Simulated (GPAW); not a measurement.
## How BaTiO3 absorbs and reflects light

Aim: the dielectric function of BaTiO3, and the optical constants that follow from it.

Program: GPAW 26.7.0. Level of theory: DFT, LDA, plane-wave PAW (GPAW data sets), scalar-relativistic, RPA, optical limit. Results are calculated unless marked as measured.

Most raw output is cut from this account.

### Step 1. Set-up

It takes space group Pm-3m (No. 221, cubic). The conventional cell has a = 4.006 Å, b = 4.006 Å, c = 4.006 Å, α = 90.00°, β = 90.00°, γ = 90.00°. Ba has 12 O at 2.83 Å nearest. Nearest to Ti lie 6 O at 2.00 Å. O has 2 Ti at 2.00 Å and 4 Ba at 2.83 Å nearest. Farther neighbours and most contacts between anions are not listed.

### Step 2. Ground state

First the ground state: is it a metal or has it a gap?

This step: DFT, LDA, plane-wave PAW (GPAW data sets), scalar-relativistic, ground state (GPAW 26.7.0).

File gs.py:

```python
from ase import Atoms
from ase.dft.bandgap import bandgap
from gpaw import GPAW, PW, FermiDirac

atoms = Atoms(['Ba', 'Ti', 'O', 'O', 'O'],
              cell=[[4.006000000000, 0.000000000000, 0.000000000000],
                    [0.000000000000, 4.006000000000, 0.000000000000],
                    [0.000000000000, 0.000000000000, 4.006000000000]],
              scaled_positions=[[0.500000000000, 0.500000000000, 0.500000000000],
                                [0.000000000000, 0.000000000000, 0.000000000000],
                                [0.000000000000, 0.000000000000, 0.500000000000],
                                [0.000000000000, 0.500000000000, 0.000000000000],
                                [0.500000000000, 0.000000000000, 0.000000000000]],
              pbc=[True, True, True])
atoms.calc = GPAW(mode=PW(500), xc='LDA', kpts={'size': (6, 6, 6), 'gamma': True},
                  occupations=FermiDirac(0.05), maxiter=150, txt='gs.txt')
print('energy (eV)', atoms.get_potential_energy())
print('Fermi level (eV)', atoms.calc.get_fermi_level())
print('valence electrons', atoms.calc.get_number_of_electrons())
print('gap (eV)', bandgap(atoms.calc, output=None)[0])
print('direct gap (eV)', bandgap(atoms.calc, direct=True, output=None)[0])
atoms.calc.write('gs.gpw')
```

Command:

```bash
> OMP_NUM_THREADS=1 python gs.py
```

It took 31 s on 1 thread of Arm Neoverse N1, shared host; peak memory 0.16 GiB.

This step gave:

* energy: -42.39 eV
* Fermi energy: 8.129 eV
* gap on the k-mesh: 1.692 eV
* direct gap on the mesh: 1.825 eV
* electrons: 40

There is a gap, 1.69 eV on this mesh (points off the mesh can give less), so no carriers' term is needed.

### Step 3. Bands for the response

The response needs many more empty bands than the density does.

This step: DFT, LDA, plane-wave PAW (GPAW data sets), scalar-relativistic, bands at fixed density (GPAW 26.7.0).

File nscf.py:

```python
from ase.dft.bandgap import bandgap
from gpaw import GPAW, FermiDirac

calc = GPAW('gs.gpw').fixed_density(kpts={'size': (8, 8, 8), 'gamma': True}, nbands=49, convergence={'bands': 43},
                                    occupations=FermiDirac(0.001), txt='nscf.txt')
print('gap (eV)', bandgap(calc, output=None)[0])
print('direct gap (eV)', bandgap(calc, direct=True, output=None)[0])
print('top band over the Fermi level (eV)', min(calc.get_eigenvalues(kpt=k)[42] for k in range(len(calc.get_ibz_k_points()))) - calc.get_fermi_level())
calc.write('full.gpw', mode='all')
```

Command:

```bash
> OMP_NUM_THREADS=1 python nscf.py
```

Elapsed: 83 s, on 1 thread; peak memory 0.22 GiB.

### Step 4. Dielectric function, RPA

Local fields let the induced charge screen the field inside the cell, which as a rule lowers ε, most along directions where the density is uneven.

This step: DFT, LDA, plane-wave PAW (GPAW data sets), scalar-relativistic, RPA, optical limit (GPAW 26.7.0).

File df.py:

```python
from gpaw.response.df import DielectricFunction

df = DielectricFunction('full.gpw', frequencies={'type': 'nonlinear', 'domega0': 0.03, 'omega2': 8},
                        ecut=80,
                        eta=0.15,
                        nbands=43,
                        txt='df.txt')
for direction in ['x']:
    df.get_dielectric_function(xc='RPA', direction=direction, filename=f'df_{direction}.csv')
```

Command:

```bash
> OMP_NUM_THREADS=1 python df.py
```

Wall time 24 s (1 thread); peak memory 0.48 GiB.

Numbers from this step:

```
electronic dielectric constant ε∞, mean over x, y and z (by symmetry where fewer were run) : 6.225
main peak of Im epsilon, first axis                                                        : 3.962 eV
centre of weight of the strongest loss peak in the window                                  : 13.09 eV
```

Values under the direct gap are tails of Lorentzian lines. Table of Im ε, E ∥ x by photon energy; read off at these points:

photon energy (eV), Im ε, E ∥ x and a bar:
```
     0.00       0.00 
     0.50       0.04 
     1.00       0.10 
     1.50       0.23 #
     2.00       0.89 ####
     2.50       2.25 #########
     3.00       3.69 ###############
     3.30       5.21 ######################
     3.50       4.45 ##################
     4.00       7.23 ##############################
     4.50       5.41 ######################
     5.00       3.78 ################
     5.50       2.77 ############
     6.00       3.13 #############
     6.50       3.23 #############
     7.00       4.32 ##################
     7.27       4.81 ####################
     7.50       4.24 ##################
     8.00       3.71 ###############
     8.50       4.31 ##################
     9.00       4.83 ####################
     9.50       3.74 ################
    10.00       3.80 ################
    10.50       3.83 ################
    11.00       2.63 ###########
    11.50       2.35 ##########
    12.00       1.84 ########
    12.50       1.35 ######
    13.00       0.98 ####
    13.50       0.84 ###
    14.00       0.91 ####
    14.50       1.03 ####
    15.00       1.18 #####
    15.50       1.11 #####
    16.00       1.27 #####
    16.50       1.37 ######
    17.00       1.63 #######
    17.50       1.51 ######
    18.00       1.77 #######
    18.50       1.60 #######
    19.00       1.52 ######
    19.50       1.63 #######
```

Table of Re ε, E ∥ x by photon energy:

```tsv
photon energy (eV)	Re ε, E ∥ x
0.0	6.23
0.5	6.29
1.0	6.51
1.5	7.00
2.0	7.59
2.5	8.29
3.0	8.17
3.5	6.77
4.0	5.00
4.5	1.94
5.0	2.27
5.5	2.77
6.0	3.23
6.5	3.72
7.0	3.40
7.5	1.99
8.0	2.45
8.5	1.97
9.0	1.21
9.5	0.959
10.0	0.317
10.5	-0.335
11.0	-0.0931
11.5	-0.323
12.0	-0.494
12.5	-0.217
13.0	0.143
13.5	0.578
14.0	0.865
14.5	1.13
15.0	1.05
15.5	1.11
16.0	1.19
16.5	1.31
17.0	1.28
17.5	1.17
18.0	1.31
18.5	1.05
19.0	1.23
19.5	1.34
```

Values under the direct gap are tails of Lorentzian lines. Table of Im ε, E ∥ x by photon energy; read off at these points:

```tsv
photon energy (eV)	without local fields	with local fields
0.00	0	0
0.50	0.0430	0.0409
1.00	0.103	0.0979
1.50	0.248	0.234
2.00	0.949	0.893
2.50	2.43	2.25
3.00	4.00	3.69
3.30	5.56	5.21
3.50	4.75	4.45
3.94	7.56	7.25
4.00	7.47	7.23
4.50	5.17	5.41
5.00	3.58	3.78
5.50	2.63	2.77
6.00	3.04	3.13
6.50	3.25	3.23
7.00	4.32	4.32
7.27	4.78	4.81
7.50	4.28	4.24
8.00	3.90	3.71
8.50	4.59	4.31
9.00	5.13	4.83
9.50	4.11	3.74
10.00	4.14	3.80
10.50	3.97	3.83
11.00	2.77	2.63
11.50	2.36	2.35
12.00	1.82	1.84
12.50	1.38	1.35
13.00	1.04	0.985
13.50	0.906	0.841
14.00	0.972	0.910
14.50	1.11	1.03
15.00	1.35	1.18
15.50	1.54	1.11
16.00	2.02	1.27
16.50	2.40	1.37
17.00	2.84	1.63
17.50	3.04	1.51
18.00	4.54	1.77
18.16	4.68	1.83
18.50	4.29	1.60
19.00	4.36	1.52
19.50	2.56	1.63
```

The reflectivity at normal incidence, E ∥ x has structure finer than the step of the table below, so its rows give means over 0.5 eV, whole bins alone (the curve runs from 0 to 19.8 eV). Peaks (eV: height): 3.94: 30.3, 7.32: 23.3, 9.09: 26.9, 10.59: 29.9, 11.87: 27.9, 18.16: 10.5.

The reflectivity at normal incidence, E ∥ x by photon energy; means over each step:

```tsv
photon energy (eV)	reflectivity at normal incidence, E ∥ x (%)
0.5	18.5
1.0	19.1
1.5	20.4
2.0	22.2
2.5	24.3
3.0	26.0
3.5	26.4
4.0	30.0
4.5	26.0
5.0	19.1
5.5	14.8
6.0	16.5
6.5	17.9
7.0	21.6
7.5	21.6
8.0	19.8
8.5	22.2
9.0	25.2
9.5	22.9
10.0	24.5
10.5	27.5
11.0	24.5
11.5	25.4
12.0	26.5
12.5	21.9
13.0	14.0
13.5	6.77
14.0	4.85
14.5	4.97
15.0	6.06
15.5	5.58
16.0	6.07
16.5	6.63
17.0	8.18
17.5	7.81
18.0	9.21
18.5	9.06
19.0	8.04
19.5	8.59
```

Values under the direct gap are tails of Lorentzian lines. Loss function −Im 1/ε at q → 0, E ∥ x against energy loss; read off at these points:

```tsv
energy loss (eV)	loss function −Im 1/ε at q → 0, E ∥ x
0.00	0
0.50	0.00103
1.00	0.00231
1.50	0.00477
2.00	0.0153
2.50	0.0304
3.00	0.0460
3.50	0.0677
4.00	0.0937
4.50	0.164
5.00	0.194
5.22	0.217
5.50	0.180
6.00	0.155
6.50	0.133
7.00	0.143
7.50	0.193
8.00	0.188
8.50	0.192
9.00	0.195
9.50	0.251
10.00	0.261
10.50	0.259
11.00	0.380
11.50	0.417
12.00	0.508
12.50	0.722
13.00	0.994
13.08	1.01
13.50	0.807
14.00	0.578
14.50	0.442
15.00	0.474
15.50	0.452
16.00	0.418
16.50	0.382
17.00	0.379
17.50	0.415
18.00	0.365
18.50	0.438
18.74	0.450
19.00	0.397
19.50	0.367
```

From ε follow the optical constants at some laser and lamp lines:

```tsv
wavelength (nm)	n	k	R (%)	1/α
1550	2.53	0.014	18.8	8.7 µm
800	2.66	0.049	20.6	1.3 µm
633	2.76	0.157	22.0	321 nm
532	2.87	0.265	23.7	159 nm
450	2.88	0.489	24.7	73 nm
308	2.59	1.389	30.1	18 nm
193	2.05	0.772	17.2	20 nm
```

Below the direct gap, k and the depth come from the tails of the Lorentzian lines, not from transitions.

Rows near the edge hang on the gap, which this functional as a rule makes too small, and phonon-assisted absorption is left out.

### Step 5. Results

```
electronic dielectric constant ε∞, mean over x, y and z (by symmetry where fewer were run) (RPA) : 6.23
main peak of Im epsilon, first axis                                                              : 3.96 eV
centre of weight of the strongest loss peak in the window, first axis                            : 13.1 eV
```

In words: At this level (LDA, RPA) BaTiO3 has ε∞ = 6.23 and n = 2.53 at 1550 nm, and Im ε peaks at 4.0 eV. On the mesh the gap is 1.69 eV and the least direct gap 1.83 eV, so on this mesh the band edges lie at different points. Local fields change the static value along x from 6.49 to 6.23 (-4 %). Distinct maxima of Im ε, read by a parabola through the highest points, lie at 3.29 eV (5.2), 3.96 eV (7.3), 7.26 eV (4.8) and 9.01 eV (4.9). Excitons and phonon-assisted transitions are missing; LDA gaps are as a rule too small, which pulls the onset down and ε∞ up. Spin-orbit coupling is left out although heavy atoms are present. The sum runs over mesh points, so small or evenly spaced maxima can still be ripples of the mesh. The curves end at 20 eV, about where the summed bands run out. In this version of GPAW the matrix elements of the optical limit are incomplete, which can lower ε − 1 by up to a tenth where first-row anions or d states rule, and shift it by more in d metals.

[Machine, clock and banner lines and Python warnings are left out of the logs.]

[Logs are printed without paths, hosts, clocks, repeated set-up lines and the standing remarks that a program may print on its own settings, such as how far it seeks lower states.]

[Hosts, paths, dates, database ids (printed as entryN), source tags and the programs' standing remarks are cut or masked in the printed files.]
